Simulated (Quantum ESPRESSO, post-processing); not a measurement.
# SiC(110), H on both faces, stepped through the number of layers, part 5 of 11

Aim: how the results for SiC(110), H on both faces change with the number of layers.

Quantum ESPRESSO 7.5; plane-wave DFT, PBE, GBRV ultrasoft pseudopotentials.

So far. Step 2 (Relaxing cell and ions of the reference):  The last row is no step: it is a fresh SCF in the final cell with a new plane-wave basis, +0 meV from the row before. Step 4 (Relaxation with pw.x, 3 layers): The relaxation lowers the energy by 6 meV an atom.

## (7) Self-consistent run, 3 layers: field 0.1 V/Å

The same atoms in a field; the change of the dipole measures the screening.

Input file m0.f1.in:

```
&control
  prefix = 'm0.f1'
  outdir = './out'
  pseudo_dir = './pseudo'
  calculation = 'scf'
  tprnfor = .true.
  tefield = .true.
  dipfield = .true.
/
&system
  ibrav = 0
  nat = 10
  ntyp = 3
  ecutwfc = 40
  ecutrho = 200
  occupations = 'smearing'
  smearing = 'fd'
  degauss = 0.002
  edir = 3
  emaxpos = 0.97
  eopreg = 0.04
  eamp = 0.00194469
  nbnd = 18
/
&electrons
  conv_thr = 1e-09
  mixing_beta = 0.4
  electron_maxstep = 120
  mixing_mode = 'plain'
  startingpot = 'file'
/
ATOMIC_SPECIES
  H   1.0080  h_pbe_v1.4.uspp.F.UPF
  Si  28.0850  si_pbe_v1.uspp.F.UPF
  C   12.0110  c_pbe_v1.2.uspp.F.UPF
CELL_PARAMETERS angstrom
  4.37818550200000 0.00000000000000 0.00000000000000
  0.00000000000000 3.09619996900000 0.00000000000000
  0.00000000000000 0.00000000000000 21.49118811849718
ATOMIC_POSITIONS crystal
  H   0.812603640900 0.000000000000 0.370695322200
  H   0.388094812400 0.500000000000 0.386931282400
  Si  0.004704236200 0.000000000000 0.428724280400
  C   0.245955390000 0.500000000000 0.429530120200
  Si  0.503686055400 0.500000000000 0.500000000000
  C   0.751327194600 0.000000000000 0.500000000000
  Si  0.004704236200 0.000000000000 0.571275719600
  C   0.245955390000 0.500000000000 0.570469879800
  H   0.388094812400 0.500000000000 0.613068717600
  H   0.812603640900 0.000000000000 0.629304677800
K_POINTS automatic
  4 8 1 0 0 0
```

On the command line:

```bash
$ cp -r out/m0.f0.save out/m0.f1.save
$ OMP_NUM_THREADS=1 mpirun -n 4 pw.x -nk 2 -in m0.f1.in > m0.f1.out
```

Log:

```text
[banner, memory and clock lines left out]
Program PWSCF v.7.5 starts
[citation notice left out]

[...]
bravais-lattice index     =            0
     lattice parameter (alat)  =       8.2736  a.u.
     unit-cell volume          =    1965.9849 (a.u.)^3
     number of atoms/cell      =           10
     number of atomic types    =            3
     number of electrons       =        28.00
     number of Kohn-Sham states=           18
     kinetic-energy cutoff     =      40.0000  Ry
     charge density cutoff     =     200.0000  Ry
     scf convergence threshold =      1.0E-09
     mixing beta               =       0.4000
     number of iterations used =            8  plain     mixing
     Exchange-correlation= SLA  PW   PBE  PBE
                           (   1   4   3   4   0   0   0)

[...]
PseudoPot. # 1 for H  read from file:
     ./pseudo/h_pbe_v1.4.uspp.F.UPF
     Pseudo is Ultrasoft, Zval =  1.0
     Generated by new atomic code, or converted to UPF format
     Using radial grid of  615 points,  2 beta functions with:
                l(1) =   0
                l(2) =   0
     Q(r) pseudized with  8 coefficients,  rinner =    0.700

     PseudoPot. # 2 for Si read from file:
     ./pseudo/si_pbe_v1.uspp.F.UPF
     Pseudo is Ultrasoft + core correction, Zval =  4.0
     Generated by new atomic code, or converted to UPF format
     Using radial grid of  899 points,  6 beta functions with:
                l(1) =   0
                l(2) =   0
                l(3) =   1
                l(4) =   1
                l(5) =   2
                l(6) =   2
     Q(r) pseudized with  8 coefficients,  rinner =    0.900   0.900   0.900
                                                       0.900   0.900

     PseudoPot. # 3 for C  read from file:
     ./pseudo/c_pbe_v1.2.uspp.F.UPF
     Pseudo is Ultrasoft + core correction, Zval =  4.0
     Generated by new atomic code, or converted to UPF format
     Using radial grid of  721 points,  4 beta functions with:
                l(1) =   0
                l(2) =   0
                l(3) =   1
                l(4) =   1
     Q(r) pseudized with  8 coefficients,  rinner =    1.100   1.100   1.100

     atomic species   valence    mass     pseudopotential
     H                 1.00     1.00800     H ( 1.00)
     Si                4.00    28.08500     Si( 1.00)
     C                 4.00    12.01100     C ( 1.00)

     No symmetry found

[...]
number of k points=    18  Fermi-Dirac smearing, width (Ry)=  0.0020
[...]
Dense  grid:    93893 G-vectors     FFT dimensions: (  40,  27, 192)

     Smooth grid:    67201 G-vectors     FFT dimensions: (  36,  24, 180)

     The initial density is read from file :
     ./out/m0.f1.save/charge-density

     negative rho (up, down):  1.146E-03 0.000E+00

     Adding external electric field

     Computed dipole along edir(3) :
        Dipole               -0.0000 Ry au,         -0.0000 Debye
        Dipole field         -0.0000 Ry au,

        E field amplitude [Ha a.u.]:  1.9447E-03
        Potential amp.        0.1516 Ry
        Total length         38.9880 bohr

     Starting wfcs are   28 randomized atomic wfcs

     per-process dynamical memory:    46.8 Mb

     Self-consistent Calculation

     iteration #  1     ecut=    40.00 Ry     beta= 0.40
     Davidson diagonalization with overlap
     c_bands:  1 eigenvalues not converged
     c_bands:  1 eigenvalues not converged
     c_bands:  1 eigenvalues not converged
     c_bands:  2 eigenvalues not converged
     c_bands:  2 eigenvalues not converged
     c_bands:  1 eigenvalues not converged
     ethr =  1.00E-05,  avg # of iterations = 19.6

     negative rho (up, down):  1.147E-03 0.000E+00

     Adding external electric field

     Computed dipole along edir(3) :
        Dipole                0.1427 Ry au,          0.3628 Debye
        Dipole field          0.0009 Ry au,

        E field amplitude [Ha a.u.]:  1.9447E-03
        Potential amp.        0.0805 Ry
        Total length         38.9880 bohr

     total energy              =     -68.02551236 Ry
     estimated scf accuracy    <       0.00294350 Ry

     iteration #  2     ecut=    40.00 Ry     beta= 0.40
[...]
negative rho (up, down):  1.147E-03 0.000E+00

[...]
Dipole                0.0751 Ry au,          0.1909 Debye
[...]
E field amplitude [Ha a.u.]:  1.9447E-03
[...]
total energy              =     -68.02634572 Ry
     estimated scf accuracy    <       0.00332650 Ry

     iteration #  3     ecut=    40.00 Ry     beta= 0.40
[...]
negative rho (up, down):  1.147E-03 0.000E+00

[...]
Dipole                0.0726 Ry au,          0.1846 Debye
[...]
E field amplitude [Ha a.u.]:  1.9447E-03
[...]
total energy              =     -68.02681709 Ry
     estimated scf accuracy    <       0.00001196 Ry

     iteration #  4     ecut=    40.00 Ry     beta= 0.40
[...]
negative rho (up, down):  1.146E-03 0.000E+00

[...]
Dipole                0.0756 Ry au,          0.1923 Debye
[...]
E field amplitude [Ha a.u.]:  1.9447E-03
[...]
total energy              =     -68.02683586 Ry
     estimated scf accuracy    <       0.00000608 Ry

     iteration #  5     ecut=    40.00 Ry     beta= 0.40
[...]
negative rho (up, down):  1.146E-03 0.000E+00

[...]
Dipole                0.0767 Ry au,          0.1950 Debye
[...]
E field amplitude [Ha a.u.]:  1.9447E-03
[...]
total energy              =     -68.02683659 Ry
     estimated scf accuracy    <       0.00000014 Ry

     iteration #  6     ecut=    40.00 Ry     beta= 0.40
[...]
negative rho (up, down):  1.146E-03 0.000E+00

[...]
Dipole                0.0764 Ry au,          0.1941 Debye
[...]
E field amplitude [Ha a.u.]:  1.9447E-03
[...]
total energy              =     -68.02683664 Ry
     estimated scf accuracy    <       0.00000014 Ry

     iteration #  7     ecut=    40.00 Ry     beta= 0.40
[...]
negative rho (up, down):  1.146E-03 0.000E+00

[...]
Dipole                0.0764 Ry au,          0.1942 Debye
[...]
E field amplitude [Ha a.u.]:  1.9447E-03
[...]
total energy              =     -68.02683667 Ry
     estimated scf accuracy    <          3.7E-09 Ry

     iteration #  8     ecut=    40.00 Ry     beta= 0.40
[...]
negative rho (up, down):  1.146E-03 0.000E+00

[...]
Dipole                0.0765 Ry au,          0.1944 Debye
[...]
E field amplitude [Ha a.u.]:  1.9447E-03
[...]
total energy              =     -68.02683666 Ry
     estimated scf accuracy    <          8.2E-09 Ry

     iteration #  9     ecut=    40.00 Ry     beta= 0.40
[...]
negative rho (up, down):  1.146E-03 0.000E+00

[...]
Dipole                0.0766 Ry au,          0.1946 Debye
[...]
E field amplitude [Ha a.u.]:  1.9447E-03
[...]
End of self-consistent calculation

          k = 0.0000 0.0000 0.0000 (  8423 PWs)   bands (ev):

   -16.2661 -14.3894 -12.4984  -9.1108  -8.0324  -7.8726  -6.4064  -5.5398
    -5.5022  -4.2868  -2.9087  -2.8836  -2.7579  -1.8917   0.9826   2.2533
     2.6723   2.9364

          k = 0.0000 0.1768 0.0000 (  8378 PWs)   bands (ev):

   -16.0720 -14.2205 -12.4009  -9.0126  -8.0267  -7.7385  -6.2670  -5.5254
    -5.4327  -5.2204  -3.6486  -3.0440  -2.7753  -2.6215   1.5598   2.6635
     3.0738   3.2875

[...]
the Fermi energy is    -0.3958 ev

!    total energy              =     -68.02683667 Ry
     estimated scf accuracy    <          1.4E-10 Ry
     smearing contrib. (-TS)   =       0.00000000 Ry
     internal energy E=F+TS    =     -68.02683667 Ry

     The total energy is F=E-TS. E is the sum of the following terms:
     one-electron contribution =    -754.49903660 Ry
     hartree contribution      =     383.56763060 Ry
     xc contribution           =     -27.05183785 Ry
     ewald contribution        =     329.95666746 Ry
     electric field correction =      -0.00026029 Ry

     convergence has been achieved in   9 iterations

     negative rho (up, down):  1.146E-03 0.000E+00

     Forces acting on atoms (cartesian axes, Ry/au):

     atom    1 type  1   force =    -0.00007449   -0.00000000   -0.00063544
     atom    2 type  1   force =     0.00021623   -0.00000001   -0.00001707
     atom    3 type  2   force =    -0.00057837   -0.00000000    0.00182021
     atom    4 type  3   force =    -0.00004712   -0.00000002   -0.00088791
     atom    5 type  2   force =     0.00031006    0.00000000    0.00152125
     atom    6 type  3   force =    -0.00007116    0.00000001   -0.00169998
     atom    7 type  2   force =    -0.00043427    0.00000001    0.00177036
     atom    8 type  3   force =     0.00065220    0.00000000   -0.00137217
     atom    9 type  1   force =    -0.00012969    0.00000001    0.00013251
     atom   10 type  1   force =     0.00015661    0.00000001   -0.00063176

     Total force =     0.004036     Total SCF correction =     0.000028

[...]
```

Run time: 20 s. Hardware: 4 MPI ranks of Arm Neoverse V1, shared host; peak memory 0.56 GiB.

Read from the output:

* free energy: -925.5523 eV
* Fermi energy: -0.3958 eV
* dipole along the normal: 0.04051 e·Å
* valence top, on the run's zero: -1.892 eV
* conduction bottom, on the run's zero: 0.8495 eV
* gap by band count: 2.741 eV

## (8) Electrostatic potential, 3 layers

Input file m0.f1.pot.in:

```
&inputpp
  prefix = 'm0.f1'
  outdir = './out'
  filplot = 'm0.f1.pot.dat'
  plot_num = 11
/
```

On the command line:

```bash
$ OMP_NUM_THREADS=1 mpirun -n 4 pp.x -in m0.f1.pot.in > m0.f1.pot.out
```

Log:

```text
[banner, memory and clock lines left out]
Program POST-PROC v.7.5 starts
[citation notice left out]

[...]
./out/m0.f1.save/

[...]
negative rho (up, down):  1.146E-03 0.000E+00

     Adding external electric field

     Computed dipole along edir(3) :
        Dipole                0.0766 Ry au,          0.1946 Debye
        Dipole field          0.0005 Ry au,

        E field amplitude [Ha a.u.]:  1.9447E-03
        Potential amp.        0.1135 Ry
        Total length         38.9880 bohr

     Calling punch_plot, plot_num =  11

     Adding external electric field

     Computed dipole along edir(3) :
        Dipole                0.0766 Ry au,          0.1946 Debye
        Dipole field          0.0005 Ry au,

        E field amplitude [Ha a.u.]:  1.9447E-03
        Potential amp.        0.1135 Ry
        Total length         38.9880 bohr

     Writing data to file  m0.f1.pot.dat
     Message from routine chdens:
     namelist plot not found or invalid, exiting
```

Run time: 0.98 s. Hardware: 4 MPI ranks; peak memory 0.11 GiB.

This step gave:

```
slope of the potential above                                          : 0.10000 eV/Å
upper vacuum line continued to the top atoms, over the valence top    : 5.266 eV
slope of the potential below                                          : 0.10000 eV/Å
lower vacuum line continued to the bottom atoms, over the valence top : 5.251 eV
```

Electrostatic potential energy of an electron, with the sawtooth; zero at the highest filled level of the SCF mesh. Potential energy, planar mean against z:

z (Å), potential energy, planar mean (eV) and a bar from the least value:
```
        0        4.9 ############################
        1        4.6 ###########################
        2        4.7 ############################
        3        4.8 ############################
        4        4.9 ############################
        5        5.0 ############################
        6        5.0 ############################
        7        4.9 ############################
        8        1.8 ######################
        9       -9.2 
       10       -2.9 #############
       11       -9.3 
       12       -8.8 #
       13       -0.8 #################
       14        4.4 ###########################
       15        5.4 #############################
       16        5.5 #############################
       17        5.6 #############################
       18        5.7 ##############################
       19        5.8 ##############################
       20        5.9 ##############################
       21        5.7 ##############################
```

The slope in the vacuum is 0.100 eV/Å for an applied 0.10 V/Å, as it should be.

## (9) Response between 0 and 0.1 V/A, ions held, 3 layers

The polarisability follows from the two dipoles.

Numbers from this step:

| Item | Value |
| --- | --- |
| change of slope in the vacuum | 0.10000 eV/Å |
| polarisability a cell | 5.834 Å³ |
| sheet polarisability 4πα/A | 5.408 Å |

The change of the potential energy, second field less first by z:

```csv
z (Å),"change of the potential energy, second field less first (eV)"
0.0,-0.402
0.5,-0.754
1.0,-0.704
1.5,-0.654
2.0,-0.604
2.5,-0.554
3.0,-0.504
3.5,-0.454
4.0,-0.404
4.5,-0.354
5.0,-0.304
5.5,-0.254
6.0,-0.204
6.5,-0.156
7.0,-0.110
7.5,-0.0718
8.0,-0.0473
8.5,-0.0359
9.0,-0.0269
9.5,-0.0171
10.0,-0.0112
10.5,-0.00472
11.0,0.00486
11.5,0.0113
12.0,0.0174
12.5,0.0272
13.0,0.0362
13.5,0.0478
14.0,0.0730
14.5,0.112
15.0,0.158
15.5,0.206
16.0,0.256
16.5,0.306
17.0,0.356
17.5,0.406
18.0,0.456
18.5,0.506
19.0,0.556
19.5,0.606
20.0,0.656
20.5,0.706
21.0,0.468
```

(Continued in part 6 of 11.)

[Logs are printed without paths, hosts, clocks, repeated set-up lines and the standing remarks that a program may print on its own settings, such as how far it seeks lower states.]

[Hosts, paths, dates, database ids (printed as entryN), source tags and the programs' standing remarks are cut or masked in the printed files.]

[Maps of the electrostatic potential energy from Ansatz leave out the sawtooth potential of an applied field or a dipole correction, so their vacuum need not be flat; planar profiles and work functions include it.]
